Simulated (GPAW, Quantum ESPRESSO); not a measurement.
Consider Zn (Zinc, P6_3/mmc).

```xyz
2
Lattice="2.6700 0.0000 0.0000 -1.3350 2.3123 0.0000 0.0000 0.0000 4.9660" Properties=species:S:1:pos:R:3 pbc="T T T"
Zn    1.3350    0.7708    3.7245
Zn    0.0000    1.5415    1.2415
```

Absorber: atom 1, with 6 Zn at 2.67 Å and 6 Zn at 2.92 Å (anticuboctahedral, as in hcp, site symmetry -6m2). Method: Quantum ESPRESSO XSpectra, LDA, excited-electron core hole (neutral cell), 16-atom cell with 6.8 Å between holes, 5×5×5 k points, dipole transitions, Lorentzian half width 0.83 eV up to 4 eV, rising linearly to 1.75 eV at 25 eV (not a setting of the program: the run's 0.4 eV curve was folded afterwards with a further Lorentzian).

The database entry behind the starting cell differs from later determinations by our own check (about 0.3 % long), so it need not match the best structure at ambient conditions.

Where do the maxima of the Zn K edge fall?

Main maxima up to 30 eV above the zero (height): 9.5 eV (1.35) and 17.2 eV (0.99). A K edge sees empty p states on the absorber. The total-energy difference is 9676.90 eV. One term is added: -30.82 eV, since the hole is spin-paired here and a spin-polarised one costs that much less in the free atom (computed apart). The photon energy is then 9646.08 eV. The tabulated edge of the element is 9659 eV. The functional leaves an error in such absolute values: in the free atom LDA prices this hole 19.1 eV below PBE (computed apart), and PBE is itself good to a few eV.

The Zn K spectrum (energy from the energy zero of the input (xe0, at the border of filled and empty states); intensity scaled to a mean of 1 over the first 20 eV; folded afterwards to Lorentzian half width 0.83 eV up to 4 eV, rising linearly to 1.75 eV at 25 eV; the points at xe0, where the cut of filled states can leave a spike, are interpolated; polarised curves are means over the symmetry-equivalent atoms):

| E (eV) | isotropic | ε ⊥ c | ε ∥ c |
| --- | --- | --- | --- |
| -2.0 | 0.11 | 0.11 | 0.13 |
| -1.4 | 0.15 | 0.14 | 0.16 |
| -0.8 | 0.20 | 0.19 | 0.23 |
| -0.2 | 0.31 | 0.28 | 0.36 |
| 0.4 | 0.45 | 0.40 | 0.54 |
| 1.0 | 0.59 | 0.53 | 0.70 |
| 1.6 | 0.70 | 0.62 | 0.84 |
| 2.2 | 0.78 | 0.70 | 0.95 |
| 2.8 | 0.86 | 0.78 | 1.02 |
| 3.4 | 0.92 | 0.85 | 1.04 |
| 4.0 | 0.94 | 0.88 | 1.06 |
| 4.6 | 0.96 | 0.91 | 1.06 |
| 5.2 | 1.01 | 0.97 | 1.08 |
| 5.8 | 1.08 | 1.04 | 1.15 |
| 6.4 | 1.14 | 1.09 | 1.24 |
| 7.0 | 1.19 | 1.13 | 1.32 |
| 7.6 | 1.24 | 1.19 | 1.33 |
| 8.2 | 1.29 | 1.27 | 1.35 |
| 8.8 | 1.33 | 1.31 | 1.38 |
| 9.4 | 1.35 | 1.32 | 1.40 |
| 10.0 | 1.33 | 1.32 | 1.36 |
| 10.6 | 1.26 | 1.28 | 1.22 |
| 11.2 | 1.16 | 1.22 | 1.06 |
| 11.8 | 1.08 | 1.15 | 0.94 |
| 12.4 | 1.02 | 1.09 | 0.88 |
| 13.0 | 0.99 | 1.06 | 0.86 |
| 13.6 | 0.98 | 1.05 | 0.83 |
| 14.2 | 0.97 | 1.04 | 0.82 |
| 14.8 | 0.95 | 1.03 | 0.81 |
| 15.4 | 0.95 | 1.02 | 0.82 |
| 16.0 | 0.96 | 1.02 | 0.85 |
| 16.6 | 0.98 | 1.03 | 0.88 |
| 17.2 | 0.99 | 1.04 | 0.88 |
| 17.8 | 0.98 | 1.03 | 0.86 |
| 18.4 | 0.95 | 1.00 | 0.85 |
| 19.0 | 0.92 | 0.96 | 0.85 |
| 19.6 | 0.89 | 0.91 | 0.86 |
| 20.2 | 0.86 | 0.86 | 0.86 |
| 20.8 | 0.84 | 0.83 | 0.86 |
| 21.4 | 0.83 | 0.82 | 0.86 |
| 22.0 | 0.83 | 0.81 | 0.86 |
| 22.6 | 0.83 | 0.81 | 0.87 |
| 23.2 | 0.83 | 0.81 | 0.88 |
| 23.8 | 0.84 | 0.82 | 0.89 |
| 24.4 | 0.85 | 0.82 | 0.90 |
| 25.0 | 0.86 | 0.83 | 0.90 |
| 25.6 | 0.86 | 0.84 | 0.90 |
| 26.2 | 0.87 | 0.85 | 0.92 |
| 26.8 | 0.89 | 0.87 | 0.94 |
| 27.4 | 0.91 | 0.88 | 0.96 |
| 28.0 | 0.92 | 0.89 | 0.98 |
| 28.6 | 0.94 | 0.91 | 1.01 |
| 29.2 | 0.96 | 0.92 | 1.03 |
| 29.8 | 0.97 | 0.94 | 1.05 |
| 30.4 | 0.99 | 0.95 | 1.08 |
| 31.0 | 1.02 | 0.97 | 1.12 |
| 31.6 | 1.04 | 0.99 | 1.16 |

Lifetime broadening is put in by hand, and intensities beyond about 20 eV depend on it and on the partial waves. The structure is a published determination, not relaxed.

[Banner, clock and machine lines of the logs are left out without a mark of their own.]

[Logs are printed without paths, hosts, clocks, repeated set-up lines and the standing remarks that a program may print on its own settings, such as how far it seeks lower states.]

[Hosts, paths, dates, database ids (printed as entryN), source tags and the programs' standing remarks are cut or masked in the printed files.]

[Lists of maxima count a maximum above −3 eV only where it reaches 4 % of the highest in the window and stands out from its surroundings by 2 % of it (1.5 % where it reaches 55 %); shoulders and weaker maxima are passed over, and of the rest the first, up to two pre-edge ones and the few strongest are named.]
